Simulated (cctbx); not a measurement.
**A crystallographic session in cctbx: KNdTiPbS6**

Library: cctbx 2025.11. The data are simulated by the first script.

## 1. Simulate the data

run.py:

```python
from cctbx import adptbx, crystal, miller, sgtbx, xray
from cctbx.array_family import flex
from iotbx.shelx import hklf
from scitbx import matrix
import scitbx.random

cs = crystal.symmetry(unit_cell=(9.841, 9.841, 9.841, 90, 90, 90), space_group_symbol='Hall: F -4 2 3')  # F-43m
atoms = [  # label, site, U (iso, or U11 U22 U33 U12 U13 U23 in A^2), occupancy
    ("Pb1", (0, 0, 0), (0.0030, 0.0030, 0.0030, -0.0000, 0.0000, 0.0000), 1),
    ("Nd1", (0.25, 0.25, 0.75), (0.0053, 0.0053, 0.0053, 0.0000, -0.0000, -0.0000), 1),
    ("Ti1", (0.5, 0, 0), (0.0072, 0.0072, 0.0072, 0.0000, 0.0000, 0.0000), 1),
    ("K1", (0.25, 0.25, 0.25), (0.0062, 0.0062, 0.0062, 0.0000, -0.0000, 0.0000), 1),
    ("S1", (0.5, 0, 0.76), (0.0083, 0.0083, 0.0088, 0.0006, 0.0000, 0.0000), 1),
]
xs = xray.structure(crystal_symmetry=cs)
for label, site, u, occ in atoms:
    u = adptbx.u_cif_as_u_star(cs.unit_cell(), u) if isinstance(u, tuple) else u
    xs.add_scatterer(xray.scatterer(label, site=site, u=u, occupancy=occ))
xs.set_inelastic_form_factors(0.71073, "sasaki")
xs.show_summary()
p1 = xs.expand_to_p1()
ms = miller.build_set(p1, anomalous_flag=True, d_min=0.8)
flex.set_random_seed(237313)
scitbx.random.set_random_seed(237313)
ms = ms.select(flex.random_double(ms.size()) < 0.7)
i = ms.structure_factors_from_scatterers(p1, algorithm="direct").f_calc().as_intensity_array().data()
i = i * 5000 / flex.max(i)
sig = flex.sqrt(i + flex.pow2(0.02 * i) + 4 ** 2)
noise = scitbx.random.variate(scitbx.random.normal_distribution())(i.size())
data = ms.array(data=i + sig * noise, sigmas=sig).set_observation_type_xray_intensity()
with open("data.hkl", "w") as f:
    data.export_as_shelx_hklf(f)
print("reflections written:", data.size(), " <I/sigma> = %.1f" % flex.mean(data.data() / data.sigmas()))
for h, a, b in list(data.sort("data"))[:12]:
    print("%4d%4d%4d %9.1f %7.1f" % (h + (a, b)))
```

```console
$ python run.py
```

```text
Number of scatterers: 5
At special positions: 5
Unit cell: (9.841, 9.841, 9.841, 90, 90, 90)
Space group: F -4 3 m (No. 216)
reflections written: 5486  <I/sigma> = 3.8
   4   0   0    5044.2   122.5
   0   0   4    5031.0   122.5
   0   0  -4    5030.6   122.5
  -4   0   4    3682.1    94.3
   0  -4   4    3668.4    94.3
   4  -4   0    3666.5    94.3
   0  -4  -4    3626.7    94.3
   4   0  -4    3620.0    94.3
  -4   0  -4    3616.1    94.3
   4   4   0    3605.3    94.3
   4   0   4    3554.4    94.3
   0   4   4    3540.3    94.3
```

It took 0.23 s on 1 thread of Arm Neoverse V2, on a shared host, peak memory 0.07 GiB.

## 2. Symmetry

run.py:

```python
from cctbx import crystal, sgtbx, statistics
from cctbx.array_family import flex
from iotbx.shelx import hklf

p1 = crystal.symmetry(unit_cell=(9.841, 9.841, 9.841, 90, 90, 90), space_group_symbol="P 1")
raw = hklf.reader(file_name="data.hkl").as_miller_arrays(crystal_symmetry=p1, anomalous=True)[0]
print(raw.size(), "reflections to d = %.3f A" % raw.d_min())
isig = raw.data() / raw.sigmas()
print("centring   violations  <I/sigma> of those")
best = "P"
for c in "ABCIRF":
    a = raw.customized_copy(space_group_info=sgtbx.space_group_info("Hall: %s 1" % c)).sys_absent_flags().data()
    m = flex.mean(isig.select(a))
    print("%5s %10d of %5d %8.1f" % (c, (isig.select(a) > 4).count(True), a.count(True), m))
    if (isig.select(a) > 4).count(True) < 0.01 * a.count(True):
        best = c
raw = raw.select(~raw.customized_copy(space_group_info=sgtbx.space_group_info("Hall: %s 1" % best)).sys_absent_flags().data())
isig = raw.data() / raw.sigmas()
rows = []
for s in sgtbx.space_group_symbol_iterator():
    g = sgtbx.space_group(s)
    if g.conventional_centring_type_symbol() != best or not g.is_compatible_unit_cell(p1.unit_cell(), 1e-3, 0.02):
        continue
    rows.append((s, g))
print("Laue class    unique    Rint  (classes that these axes allow; Friedel mates merged)")
rint = {}
for s, g in rows:
    laue = g.build_derived_patterson_group()
    key = laue.type().hall_symbol()
    if key not in rint:
        m = raw.customized_copy(space_group_info=laue.info(), anomalous_flag=False).merge_equivalents()
        rint[key] = m.r_int()
        print("%-14s %6d %7.3f" % (laue.type().lookup_symbol(), m.array().size(), m.r_int()))
floor = min(rint.values())
good = [(s, g) for s, g in rows if rint[g.build_derived_patterson_group().type().hall_symbol()] < 2 * floor + 0.03]
top = max(g.build_derived_patterson_group().order_z() for s, g in good)
print("space group    extra absences  I>4sigma  <I/sigma>")
for s, g in good:
    laue = g.build_derived_patterson_group()
    if laue.order_z() != top:
        continue
    a = raw.customized_copy(space_group_info=g.info()).sys_absent_flags().data()
    a &= ~raw.customized_copy(space_group_info=laue.info()).sys_absent_flags().data()
    bad = (isig.select(a) > 4).count(True)
    if bad <= 0.03 * a.count(True):
        print("%-16s %8d %10d %9s  %s" % (s.universal_hermann_mauguin(), a.count(True), bad, "%.1f" % flex.mean(isig.select(a)) if a.count(True) else "-", "centric" if g.is_centric() else "acentric"))
laue = max(good, key=lambda t: t[1].build_derived_patterson_group().order_z())[1].build_derived_patterson_group()
f = raw.customized_copy(space_group_info=laue.info(), anomalous_flag=False).merge_equivalents().array().eliminate_sys_absent().f_sq_as_f()
f.set_observation_type_xray_amplitude()
bins = max(3, min(8, f.size() // 12))
f.setup_binner(n_bins=bins)
w = statistics.wilson_plot(f, {e: n / laue.order_z() for e, n in {'Pb': 4.0, 'Nd': 4.0, 'Ti': 4.0, 'K': 4.0, 'S': 24.0}.items()}, e_statistics=True)
print("Wilson B = %.2f A^2   <|E^2-1|> = %.3f (0.968 centric, 0.736 acentric)   E^2>4: %.1f %%" % (w.wilson_b, w.mean_e_sq_minus_1, w.percent_e_sq_gt_2))
print("shell (A)         n   <I/sigma>")
m = raw.customized_copy(space_group_info=laue.info(), anomalous_flag=False).merge_equivalents().array().eliminate_sys_absent()
for b in m.setup_binner(n_bins=bins).range_used():
    sel = m.binner().selection(b)
    print("%5.2f - %4.2f %6d %8.1f" % (min(m.binner().bin_d_range(b)[0] if m.binner().bin_d_range(b)[0] > 0 else 99, 99), m.binner().bin_d_range(b)[1], sel.count(True), flex.mean((m.data() / m.sigmas()).select(sel))))
```

```console
$ python run.py
```

```text
5486 reflections to d = 0.804 A
centring   violations  <I/sigma> of those
    A          0 of  2772      0.0
    B          1 of  2758      0.0
    C          1 of  2752      0.0
    I        655 of  2692      3.4
    R        904 of  3685      3.8
    F          1 of  4141      0.0
Laue class    unique    Rint  (classes that these axes allow; Friedel mates merged)
F m m m           285   0.053
F m -3            101   0.056
F m -3 m           74   0.056
space group    extra absences  I>4sigma  <I/sigma>
F 4 3 2                 0          0         -  acentric
F -4 3 m                0          0         -  acentric
F m -3 m                0          0         -  centric
Wilson B = 0.36 A^2   <|E^2-1|> = 0.665 (0.968 centric, 0.736 acentric)   E^2>4: 0.0 %
shell (A)         n   <I/sigma>
 5.68 - 1.46     18     53.2
 1.46 - 1.16     11     54.7
 1.16 - 1.02     11     53.2
 1.02 - 0.93     12     47.0
 0.93 - 0.86     10     46.9
 0.86 - 0.81     12     47.9
```

Time: 0.25 s.

## 3. Patterson map

run.py:

```python
from cctbx import crystal, maptbx
from iotbx.shelx import hklf

cs = crystal.symmetry(unit_cell=(9.841, 9.841, 9.841, 90, 90, 90), space_group_symbol='Hall: F -4 2 3')  # F-43m
raw = hklf.reader(file_name="data.hkl").as_miller_arrays(crystal_symmetry=cs, anomalous=True)[0]
merged = raw.eliminate_sys_absent().merge_equivalents()
fo2 = merged.array().set_observation_type_xray_intensity()
f = fo2.average_bijvoet_mates().f_sq_as_f()
pm = f.patterson_map(symmetry_flags=maptbx.use_space_group_symmetry, sharpening=False, resolution_factor=0.25)
peaks = pm.peak_search(parameters=maptbx.peak_search_parameters(min_distance_sym_equiv=0.4, max_clusters=14)).all()
top = peaks.heights()[0]
print("Patterson group", f.patterson_symmetry().space_group_info())
print("      u       v       w   height  length (A)")
for x, h in zip(peaks.sites(), peaks.heights()):
    y = [t - round(t) for t in x]
    print("%7.3f %7.3f %7.3f %8.1f %8.2f" % (x + (1000 * h / top, cs.unit_cell().length(y))))
```

```console
$ python run.py
```

```text
Patterson group F m -3 m
      u       v       w   height  length (A)
  0.000   0.000   0.000   1000.0     0.00
  0.250   0.250   0.250    603.3     4.26
  0.000   0.000   0.500    436.5     4.92
  0.000   0.000   0.258    205.3     2.54
  0.000   0.250   0.250    190.2     3.48
  0.000   0.000   0.124     38.6     1.23
  0.123   0.250   0.250     29.0     3.68
  0.000   0.000   0.374     26.0     3.69
  0.000   0.085   0.085     21.5     1.18
  0.068   0.068   0.068     14.0     1.16
  0.166   0.166   0.262     10.5     3.46
  0.000   0.124   0.257     10.0     2.81
  0.000   0.088   0.186      9.8     2.02
  0.000   0.161   0.161      8.3     2.23
```

Time: 0.22 s.

## 4. Charge flipping

run.py:

```python
import itertools
from cctbx import crystal, maptbx
from cctbx.array_family import flex
from iotbx.shelx import hklf
from smtbx.ab_initio import charge_flipping as cf

cs = crystal.symmetry(unit_cell=(9.841, 9.841, 9.841, 90, 90, 90), space_group_symbol='Hall: F -4 2 3')  # F-43m
raw = hklf.reader(file_name="data.hkl").as_miller_arrays(crystal_symmetry=cs, anomalous=True)[0]
merged = raw.eliminate_sys_absent().merge_equivalents()
fo2 = merged.array().set_observation_type_xray_intensity()
f = fo2.average_bijvoet_mates().f_sq_as_f().resolution_filter(d_min=0.8)
p1 = f.expand_to_p1()
p1.setup_binner_counting_sorted(reflections_per_bin=max(40, p1.size() // 12))
work = p1.array(data=p1.data() / p1.amplitude_quasi_normalisations().data())
flex.set_random_seed(95463)
it = cf.weak_reflection_improved_iterator(delta=None, weak_reflection_fraction=0.1)
it.start(work, phases=flex.random_double(p1.size()) * 6.2832, f_000=0)
it.delta = 0.9 * it.rho_map.sigma()
print("cycle      R  skewness")
for n, st in enumerate(itertools.islice(it, 100)):
    if n % 8 == 0:
        print("%5d %6.3f %8.2f" % (n, st.r1_factor(), st.rho_map.skewness()))
rho = p1.phase_transfer(it.f_calc).fft_map().apply_volume_scaling()
polish = cf.low_density_elimination_iterator(constant_rho_c=rho.sigma())
polish.start(f_obs=p1, phases=it.f_calc, f_000=0)
for _ in range(8):
    next(polish)
print("origin shift          correlation  skewness")
maps = []
for fc, shift, cc in itertools.islice(cf.f_calc_symmetrisations(f, polish.f_calc, 0), 4):
    m = f.phase_transfer(fc).fft_map(symmetry_flags=maptbx.use_space_group_symmetry, resolution_factor=0.25).apply_sigma_scaling()
    maps.append((m.skewness(), cc, m))
    print("%6.3f %6.3f %6.3f %10.3f %9.2f" % (tuple(shift) + (cc, m.skewness())))
skew, cc, m = max((t for t in maps if t[1] > maps[0][1] - 0.04), key=lambda t: t[0])
print("taken: symmetry correlation %.3f, skewness %.2f" % (cc, skew))
peaks = m.peak_search(parameters=maptbx.peak_search_parameters(min_distance_sym_equiv=0.9, max_clusters=10)).all()
sps = cs.special_position_settings(min_distance_sym_equiv=0.5)
print("peak      x       y       z  mult  height/sigma")
for k, (x, h) in enumerate(zip(peaks.sites(), peaks.heights())):
    ss = sps.site_symmetry(x)
    print("Q%-3d %7.4f %7.4f %7.4f %4d %8.1f" % ((k + 1,) + tuple(t % 1 for t in ss.exact_site()) + (ss.multiplicity(), h)))
```

```console
$ python run.py
```

```text
cycle      R  skewness
    0  0.484     0.35
    8  0.328     1.87
   16  0.331     2.50
   24  0.348     3.24
   32  0.360     5.02
   40  0.348     6.19
   48  0.332     6.54
   56  0.325     6.86
   64  0.324     7.64
   72  0.324     8.00
   80  0.319     8.39
   88  0.313     8.50
   96  0.307     8.33
origin shift          correlation  skewness
 0.077  0.368  0.448      0.915      1.56
 0.113  0.377  0.012      0.865      0.54
 0.111  0.129  0.257      0.842      0.79
 0.076  0.368  0.197      0.893      2.27
taken: symmetry correlation 0.893, skewness 2.27
peak      x       y       z  mult  height/sigma
Q1    0.0000  0.0000  0.5000    4     15.8
Q2    0.2500  0.2500  0.7500    4      9.5
Q3    0.2500  0.2500  0.2500    4      6.5
Q4    0.1480  0.1480  0.1480   16      4.8
Q5    0.0000  0.0000  0.0000    4      4.4
Q6    0.0000  0.0000  0.2703   24      3.8
Q7    0.0972  0.0972  0.4028   16      3.6
Q8    0.0346  0.2500  0.2500   24      3.6
Q9    0.0619  0.0619  0.5619   16      1.8
Q10   0.0734  0.0734  0.2561   48      1.6
```

Time: 0.44 s.

## 5. Refinement (model from the peaks)

run.py:

```python
import math
from cctbx import adptbx, crystal, maptbx, sgtbx, xray
from cctbx.array_family import flex
from cctbx.xray import observations
from iotbx.shelx import hklf
from scitbx.lstbx import normal_eqns_solving
from smtbx import absolute_structure, utils
from smtbx.refinement import constraints, least_squares

cs = crystal.symmetry(unit_cell=(9.841, 9.841, 9.841, 90, 90, 90), space_group_symbol='Hall: F -4 2 3')  # F-43m
atoms = [  # label, site, U (iso, or U11 U22 U33 U12 U13 U23 in A^2), occupancy
    ("Nd1", (0, 0, 0.5), 0.0200, 1),
    ("Pb1", (0.25, 0.25, 0.75), 0.0200, 1),
    ("Ti1", (0.25, 0.25, 0.25), 0.0200, 1),
    ("K1", (0, 0, 0), 0.0200, 1),
    ("S1", (0, 0, 0.2703), 0.0200, 1),
]
xs = xray.structure(crystal_symmetry=cs)
for label, site, u, occ in atoms:
    u = adptbx.u_cif_as_u_star(cs.unit_cell(), u) if isinstance(u, tuple) else u
    xs.add_scatterer(xray.scatterer(label, site=site, u=u, occupancy=occ))
xs.set_inelastic_form_factors(0.71073, "sasaki")
raw = hklf.reader(file_name="data.hkl").as_miller_arrays(crystal_symmetry=cs, anomalous=True)[0]
merged = raw.eliminate_sys_absent().merge_equivalents()
fo2 = merged.array().set_observation_type_xray_intensity()
print("Rint %.3f, %d unique reflections to %.2f A" % (merged.r_int(), fo2.size(), fo2.d_min()))
for sc in xs.scatterers():
    sc.flags.set_grad_site(True)
    sc.flags.set_grad_u_aniso(sc.flags.use_u_aniso())
    sc.flags.set_grad_u_iso(sc.flags.use_u_iso())
obs = fo2.as_xray_observations()
extra = {}
rep = constraints.reparametrisation(xs, [], utils.connectivity_table(xs), **extra)
ls = least_squares.crystallographic_ls(obs, rep, weighting_scheme=least_squares.mainstream_shelx_weighting(a=0, b=0))
print("cycle     R1     wR2    GooF  max shift (A)")
for cycle in range(6):
    ls.build_up()
    r1, wr2, goof = ls.r1_factor(cutoff_factor=2)[0], ls.wR2(), ls.goof()
    old = xs.sites_cart()
    normal_eqns_solving.levenberg_marquardt_iterations(ls, n_max_iterations=3, tau=0.0001, step_threshold=1e-7)
    big = flex.max((xs.sites_cart() - old).norms())
    print("%4d %7.4f %7.4f %7.3f %9.5f" % (cycle + 1, r1, wr2, goof, big))
    ls.build_up(objective_only=True)
    if abs(ls.wR2() - wr2) < 5e-5 and big < 5e-4:
        break
ls.build_up()
print("final R1 %.4f wR2 %.4f GooF %.3f  parameters %d  data/parameter %.1f" % (ls.r1_factor(cutoff_factor=2)[0], ls.wR2(), ls.goof(), ls.n_parameters, fo2.size() / ls.n_parameters))
cov = ls.covariance_matrix_and_annotations()
su = dict(zip(cov.annotations, (math.sqrt(max(v, 0)) for v in cov.matrix.matrix_packed_u_diagonal())))
a2 = cs.unit_cell().reciprocal_parameters()[0] ** -2
print("atom        x        y        z      Ueq    occ   su(xyz)  su(Uiso or U11)")
for sc in xs.scatterers():
    s = max(su.get(sc.label + k, 0) for k in (".x", ".y", ".z"))
    npd = "" if sc.is_positive_definite_u(cs.unit_cell()) else "  NPD"
    print("%-5s %8.5f %8.5f %8.5f %8.4f %6.3f %8.5f %7.4f%s" % ((sc.label,) + sc.site + (sc.u_iso_or_equiv(cs.unit_cell()), sc.occupancy, s, su.get(sc.label + ".uiso", su.get(sc.label + ".u11", 0) * a2), npd)))
fo = fo2.f_sq_as_f()
fc = fo.structure_factors_from_scatterers(xs, algorithm="direct").f_calc()
diff = fo.f_obs_minus_f_calc(1 / math.sqrt(ls.scale_factor()), fc).average_bijvoet_mates()
m = diff.fft_map(symmetry_flags=maptbx.use_space_group_symmetry, resolution_factor=0.25).apply_volume_scaling()
print("difference map: max %.2f min %.2f rms %.2f" % (m.statistics().max(), m.statistics().min(), m.statistics().sigma()))
peaks = m.peak_search(parameters=maptbx.peak_search_parameters(min_distance_sym_equiv=0.6, max_clusters=5)).all()
near = xs.closest_distances(peaks.sites(), distance_cutoff=4)
sps = cs.special_position_settings(min_distance_sym_equiv=0.5)
for k, (x, h) in enumerate(zip(peaks.sites(), peaks.heights())):
    ss = sps.site_symmetry(x)
    print("Q%-3d %7.4f %7.4f %7.4f %4d %7.2f  %.2f A from %s" % ((k + 1,) + tuple(t % 1 for t in ss.exact_site()) + (ss.multiplicity(), h, near.smallest_distances[k], xs.scatterers()[near.i_seqs[k]].label)))
```

```console
$ python run.py
```

```text
Rint 0.036, 128 unique reflections to 0.81 A
cycle     R1     wR2    GooF  max shift (A)
   1  0.2948  0.5250  28.530   0.51112
   2  0.1550  0.3119  16.953   0.02626
   3  0.1498  0.3114  16.924   0.00786
   4  0.1495  0.3111  16.905   0.00181
   5  0.1494  0.3111  16.906   0.00112
   6  0.1494  0.3112  16.913   0.00317
final R1 0.1471 wR2 0.3038 GooF 16.509  parameters 6  data/parameter 21.3
atom        x        y        z      Ueq    occ   su(xyz)  su(Uiso or U11)
Nd1    0.00000  0.00000  0.50000   0.0023  1.000  0.00000  0.0043
Pb1    0.25000  0.25000  0.75000   0.0026  1.000  0.00000  0.0029
Ti1    0.25000  0.25000  0.25000   0.0001  1.000  0.00000  0.0116
K1     0.00000  0.00000  0.00000   0.0570  1.000  0.00000  0.0516
S1     0.00000  0.00000  0.22245   0.0640  1.000  0.00526  0.0136
difference map: max 24.81 min -5.90 rms 2.06
Q1    0.0065  0.2500  0.2500   24   28.04  2.40 A from Ti1
Q2    0.2500  0.2500  0.2500    4   26.18  0.00 A from Ti1
Q3    0.2500  0.2500  0.7500    4   24.66  0.00 A from Pb1
Q4    0.0000  0.0000  0.2437   24    7.93  0.21 A from S1
Q5    0.0000  0.0000  0.1198   24    3.28  1.01 A from S1
```

Time: 0.49 s.

Figures of merit this high mean that the model is still wrong or incomplete.

## 6. Refinement (anisotropic displacement)

run.py, as its changes from the last script of this kind:

```diff
@@ -12,5 +12,5 @@
-    ("Nd1", (0, 0, 0.5), 0.0200, 1),
-    ("Pb1", (0.25, 0.25, 0.75), 0.0200, 1),
-    ("Ti1", (0.25, 0.25, 0.25), 0.0200, 1),
-    ("K1", (0, 0, 0), 0.0200, 1),
-    ("S1", (0, 0, 0.2703), 0.0200, 1),
+    ("Nd1", (0, 0, 0.5), 0.0030, 1),
+    ("Pb1", (0.25, 0.25, 0.75), 0.0030, 1),
+    ("Ti1", (0.25, 0.25, 0.25), 0.0030, 1),
+    ("K1", (0, 0, 0), 0.0570, 1),
+    ("S1", (0, 0, 0.22245), 0.0640, 1),
@@ -22,0 +23 @@
+xs.convert_to_anisotropic()
@@ -36 +37 @@
-for cycle in range(6):
+for cycle in range(8):
@@ -40 +41 @@
-    normal_eqns_solving.levenberg_marquardt_iterations(ls, n_max_iterations=3, tau=0.0001, step_threshold=1e-7)
+    normal_eqns_solving.levenberg_marquardt_iterations(ls, n_max_iterations=3, tau=1e-06, step_threshold=1e-7)
@@ -55,0 +57,4 @@
+fc = fo2.structure_factors_from_scatterers(xs, algorithm="direct").f_calc()
+absolute_structure.flack_analysis(xs, fo2.as_xray_observations()).show()
+h = absolute_structure.hooft_analysis(fo2, fc, scale_factor=ls.scale_factor())
+print("Hooft y: %.3f(%.0f)  Bijvoet pairs: %d" % (h.hooft_y, 1000 * h.sigma_y, h.n_bijvoet_pairs))
@@ -61 +66 @@
-peaks = m.peak_search(parameters=maptbx.peak_search_parameters(min_distance_sym_equiv=0.6, max_clusters=5)).all()
+peaks = m.peak_search(parameters=maptbx.peak_search_parameters(min_distance_sym_equiv=0.6, max_clusters=6)).all()
```

```console
$ python run.py
```

```text
Rint 0.036, 128 unique reflections to 0.81 A
cycle     R1     wR2    GooF  max shift (A)
   1  0.1469  0.3054  16.735   0.01075
   2  0.1439  0.2960  16.219   0.00767
   3  0.1446  0.2956  16.200   0.00072
   4  0.1452  0.2956  16.198   0.00065
   5  0.1452  0.2956  16.198   0.00008
final R1 0.1453 wR2 0.2956 GooF 16.198  parameters 8  data/parameter 16.0
atom        x        y        z      Ueq    occ   su(xyz)  su(Uiso or U11)
Nd1    0.00000  0.00000  0.50000   0.0037  1.000  0.00000  0.0040
Pb1    0.25000  0.25000  0.75000   0.0028  1.000  0.00000  0.0026
Ti1    0.25000  0.25000  0.25000  -0.0080  1.000  0.00000  0.0086  NPD
K1     0.00000  0.00000  0.00000   0.0709  1.000  0.00000  0.0542
S1     0.00000  0.00000  0.22431   0.0887  1.000  0.00379  0.0345
Flack x: 0.14(18)
Hooft y: 0.139(9)  Bijvoet pairs: 54
difference map: max 24.96 min -3.97 rms 2.01
Q1    0.0046  0.2500  0.2500   24   27.73  2.42 A from Ti1
Q2    0.2500  0.2500  0.7500    4   20.45  0.00 A from Pb1
Q3    0.2500  0.2500  0.2500    4   17.04  0.00 A from Ti1
Q4    0.0000  0.0000  0.2438   24   10.15  0.19 A from S1
Q5    0.0000  0.0000  0.5000    4    5.09  0.00 A from Nd1
Q6    0.0000  0.0000  0.3760   24    3.53  1.22 A from Nd1
```

It took 0.48 s on 1 thread of Arm Neoverse V2 (shared host), peak memory 0.09 GiB.

Figures of merit this high mean that the model is still wrong or incomplete.

[Logs are printed without paths, hosts, clocks, repeated set-up lines and the standing remarks that a program may print on its own settings, such as how far it seeks lower states.]
